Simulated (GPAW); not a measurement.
# Work function of bcc Na face by face (PBEsol, GPAW)

Does the work function of Na follow how densely a face is packed?

All values are computed: GPAW 26.7.0, PBEsol, plane waves, scalar-relativistic unless marked; slabs or sheets with vacuum, the vacuum level from the planar mean of the electrostatic potential.

```
 face  atoms in the slab  top-layer atoms per Å²  work function (eV)
(100)                  8                   0.055                2.64
(110)                  6                   0.077                2.79
```

The densest face listed is +0.15 eV against the most open one. That fits Smoluchowski's order, though a step this small is near the scatter of thin slabs: on an open face electrons flow from the ridges into the troughs, which leaves a dipole with its positive end outwards and lowers the barrier.

The slabs are 1×1 cuts on the parent's lattice, 14.5 to 14.8 Å between the outer relaxed layers. Two faces can't establish a trend.

[Logs are printed without paths, hosts, clocks, repeated set-up lines and the standing remarks that a program may print on its own settings, such as how far it seeks lower states.]
